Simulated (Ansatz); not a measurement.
# KSnCl3 (model cell, started as cubic perovskite with Sn in the octahedra): phonons and vibrational spectra, part 2 of 2

Task: relax KSnCl3 (model cell, started as cubic perovskite with Sn in the octahedra), then find its harmonic phonons.

Ansatz 0.2.0; DFT PBEsol, scalar-relativistic, plane waves, PAW; PAW set soft_1.

So far. Step 6 (Relaxing to small forces for the phonons, k-mesh …): The forces vanish by symmetry and the pressure is 0.000 GPa, within the tolerances set. The cell now holds 32.95 Å³/atom. Step 7 (Modes at Γ): Before it was imposed, the acoustic sum rule was missed by 4.7e-5 eV/Å² and the charge sum rule by 1.6e-6 e. Small misses are needed for a sound result but don't prove that mesh and cutoff are converged. The relaxed cell has a = 5.482 Å (conventional setting).

The structure was built from a prototype and need not be the compound's stable phase.

### Step 8. Response at finite wavevector

Stability and thermal properties need the whole zone. Linear response on a 2×2×2 q mesh gives force constants as far as a supercell of that size would, and the tensors from the zone-centre run are typed in so that the long-range dipole term is interpolated apart.

File input.yaml:

```yaml
crystal:
  lattice:
    - [5.4819651111, 0.0, 0.0]
    - [0.0, 5.4819651111, 0.0]
    - [0.0, 0.0, 5.4819651111]
  atoms:
    - { symbol: K, position: [0.0, 0.0, 0.0] }
    - { symbol: Sn, position: [0.5, 0.5, 0.5] }
    - { symbol: Cl, position: [0.5, 0.5, 0.0] }
    - { symbol: Cl, position: [0.5, 0.0, 0.5] }
    - { symbol: Cl, position: [0.0, 0.5, 0.5] }
kpoints:
  mp_grid: { grid: [12, 12, 12] }
hamiltonian:
  xc: pbesol
  pseudopotentials: { kind: paw, azcp: { folder: soft_1 }, xc_functional: pbe }
scf:
  occupations: { method: fixed }
output:
  eigenvalues: true
phonons:
  method: dfpt
  qmesh: [2, 2, 2]
  temperatures: { t_max: 1000, t_step: 50 }
  qpath:
    path:
      - [[0.0, 0.0, 0.0], [0.0, 0.5, 0.0], [0.5, 0.5, 0.0], [0.0, 0.0, 0.0], [0.5, 0.5, 0.5], [0.0, 0.5, 0.0]]
      - [[0.5, 0.5, 0.5], [0.5, 0.5, 0.0]]
    npoints: 10
  non_analytic_term:
    high_frequency_dielectric_tensor: [[6.0559, 0.0, 0.0], [0.0, 6.0559, 0.0], [0.0, 0.0, 6.0559]]
    born_effective_charges:
      - { species: K, tensor: [[1.282, 0.0, 0.0], [0.0, 1.282, 0.0], [0.0, 0.0, 1.282]] }
      - { species: Sn, tensor: [[4.596, 0.0, 0.0], [0.0, 4.596, 0.0], [0.0, 0.0, 4.596]] }
      - { species: Cl, tensor: [[-0.5016, 0.0, 0.0], [0.0, -0.5016, 0.0], [0.0, 0.0, -4.8748]] }
      - { species: Cl, tensor: [[-0.5016, 0.0, 0.0], [0.0, -4.8748, 0.0], [0.0, 0.0, -0.5016]] }
      - { species: Cl, tensor: [[-4.8748, 0.0, 0.0], [0.0, -0.5016, 0.0], [0.0, 0.0, -0.5016]] }
    source: "zone-centre run at this cell"
```

Run with:

```bash
> ansatz run input.yaml --threads 4 --pin off --max-ram 16384MiB --backend cpu --events-out ev --progress --plain --runs-dir out
```

Run time: 14 min. Hardware: 4 threads of Arm Neoverse V1, shared host; peak memory 3.4 GiB.

This step gave:

| Property | Result |
| --- | --- |
| sum-rule residual before enforcement | 4.83e-5 eV/Å² |
| lowest frequency on the path | -61.26 cm⁻¹ |
| highest frequency on the path or at a solved wavevector | 251.1 cm⁻¹ |
| lowest mode on the q mesh (acoustic modes at Γ apart) | -61.26 cm⁻¹ |

Frequencies (cm⁻¹) solved at each irreducible wavevector; negative means imaginary. Frequencies by wavevector, by row:

```tsv
q in reciprocal lattice units	star	mode 1	mode 2	mode 3	mode 4	mode 13	mode 14	mode 15
0 0 0	1	-61.3	-61.3	-61.3	-0.8	93.4	93.4	93.4
0 0 -0.5	3	-53.2	-53.2	-20.6	-20.6	95.6	145.7	241.3
0 -0.5 -0.5	3	-60.3	-54.6	-54.6	-41.3	142.2	217.7	246.4
-0.5 -0.5 -0.5	1	-60.2	-60.2	-60.2	-54.4	217.6	217.6	251.1
```

Interpolated from a 2×2×2 q mesh, with the LO-TO term (at Γ the limit along the path; where Γ stands inside the path, tables give the limit on arrival). Phonon branches along the path, in cm⁻¹:

```tsv
point	branch 1	branch 2	branch 3	branch 4	branch 12	branch 13	branch 14	branch 15
Γ	-61	-61	-59	-1	68	93	93	229
halfway	-58	-58	-29	-13	94	94	111	235
X	-53	-53	-21	-21	96	96	146	241
halfway	-55	-48	-43	-36	111	144	171	241
M	-60	-55	-55	-41	142	142	218	246
halfway	-54	-54	-35	-32	109	110	155	228
Γ	-61	-61	-59	-1	68	93	93	229
halfway	-54	-54	-42	-33	109	159	159	223
R	-60	-60	-60	-54	134	218	218	251
halfway	-54	-52	-49	-42	141	162	179	240
X	-53	-53	-21	-21	96	96	146	241
jump to R	-60	-60	-60	-54	134	218	218	251
halfway	-60	-55	-55	-48	138	169	218	246
M	-60	-55	-55	-41	142	142	218	246
```

Tetrahedra on a 12×12×12 mesh, mean over bins of 5 cm-1. Interpolated from a 2×2×2 q mesh. Table of phonon density of states by wavenumber; read off at these points:

wavenumber (cm⁻¹), phonon density of states (1/cm⁻¹/cell) and a bar:
```
      -62      0.004 
      -52      0.299 ##############################
      -42      0.084 ########
      -28      0.056 ######
      -18      0.040 ####
       -8      0.021 ##
        2      0.026 ###
       12      0.032 ###
       22      0.033 ###
       38      0.039 ####
       48      0.056 ######
       58      0.087 #########
       62      0.089 #########
       68      0.084 ########
       78      0.063 ######
       88      0.077 ########
      102      0.062 ######
      112      0.045 #####
      122      0.046 #####
      132      0.065 #######
      138      0.082 ########
      142      0.050 #####
      152      0.013 #
      168      0.013 #
      178      0.012 #
      188      0.011 #
      198      0.013 #
      208      0.012 #
      218      0.004 
      232      0.037 ####
      238      0.063 ######
      242      0.052 #####
      252      0.000
```

The partial phonon density of states has structure finer than the step of the table below, so its rows give means over 10 cm⁻¹, whole bins alone (the curve runs from -71.3 to 267 cm⁻¹). Peaks (cm⁻¹: height): Cl -54.2: 0.109, -28.7: 0.0520, 71.3: 0.0679, 92.6: 0.0636, 107.5: 0.0415, 141.5: 0.0388, 239.4: 0.0612; K -54.2: 0.164; Sn 67.1: 0.0256, 92.6: 0.0582, 113.9: 0.0520, 130.9: 0.0554, 139.4: 0.0536.

Phonopy on the run's constants, 11x11x11 mesh, Gaussian sigma 2.4 cm-1. Interpolated from a 2×2×2 q mesh. Partial phonon density of states against wavenumber; means over each step; values in 1/cm⁻¹/cell:

```tsv
wavenumber (cm⁻¹)	Cl	K	Sn
-60	0.0488	0.0480	1.9e-4
-50	0.0722	0.112	6.1e-4
-40	0.0391	0.0339	0.00112
-30	0.0437	0.0214	0.00169
-20	0.0273	0.00837	0.00247
-10	0.0232	0.00387	0.00269
0	0.00697	0.00128	0.00134
10	0.0228	0.00277	0.00307
20	0.0322	0.00474	0.00424
30	0.0262	0.00609	0.00633
40	0.0280	0.00796	0.0103
50	0.0410	0.0117	0.0142
60	0.0531	0.00978	0.0149
70	0.0597	0.00823	0.0207
80	0.0396	0.00453	0.00505
90	0.0510	0.00563	0.0350
100	0.0261	0.00159	0.0191
110	0.0312	0.00173	0.0375
120	0.00724	0.00121	0.0200
130	0.0143	0.00194	0.0430
140	0.0273	0.00192	0.0436
150	0.0121	2.6e-4	0.00627
160	0.00271	7.7e-6	1.2e-4
170	0.0111	4.3e-6	9.0e-5
180	0.0225	3.8e-5	4.0e-4
190	0.00310	2.8e-6	4.3e-5
200	0.0162	0	1.2e-5
210	0.0123	0	1.5e-5
220	0.0107	1.3e-4	9.7e-4
230	0.0299	4.6e-4	0.00332
240	0.0500	2.5e-4	0.00143
250	0.00796	1.0e-5	8.2e-5
260	1.6e-5	0	0
```

Symmetry leaves 4 wavevectors to solve. The lowest mode among them, the acoustic zeros apart, lies at Γ and is imaginary, 61.3i cm⁻¹, so the energy falls along it.

### Step 9. What came out

* space group after relaxation (within 0.01 Å): Pm-3m
* volume per atom: 32.9 Å³
* gap on the k-mesh: 0.504 eV
* highest optical mode at the zone centre (no LO-TO term): 93.4 cm⁻¹
* top of the zone-centre spectrum with the field: 229 cm⁻¹
* lowest optical zone-centre mode: -61.3 cm⁻¹
* mean high-frequency dielectric constant: 6.06
* largest Born charge (third of the trace): 4.60 e
* lowest mode on the q mesh (acoustic modes at Γ apart): -61.3 cm⁻¹
* highest frequency on the path or at a solved wavevector: 251 cm⁻¹
* imaginary modes on the 2×2×2 q mesh: yes

In words: Modes are clearly imaginary (beyond 10i cm⁻¹) at 4 of the 4 irreducible wavevectors, most at Γ (61.3i cm⁻¹), so this structure is not a minimum of the energy. Without the field, the optical modes at Γ span -61 to 93 cm⁻¹ (negative means imaginary). With the macroscopic field of the longitudinal modes the top of the zone-centre spectrum lies at 229 cm⁻¹, against 93 cm⁻¹ without it. Among the real modes, the strongest infrared line is at 93 cm⁻¹. With the field response the log warns that the k mesh is coarse for the force constants too, so the frequencies may not be converged. Spin-orbit coupling is left out, which can matter for the heavy elements here. The PAW files were made for PBE and serve the other functionals too. The starting cell was built on a prototype and not taken from a measurement, so the phase need not exist. These are harmonic frequencies at zero temperature: anharmonic shifts, linewidths and thermal expansion are left out.

[Logs are printed without paths, hosts, clocks, repeated set-up lines and the standing remarks that a program may print on its own settings, such as how far it seeks lower states.]

[Hosts, paths, dates, database ids (printed as entryN), source tags and the programs' standing remarks are cut or masked in the printed files.]
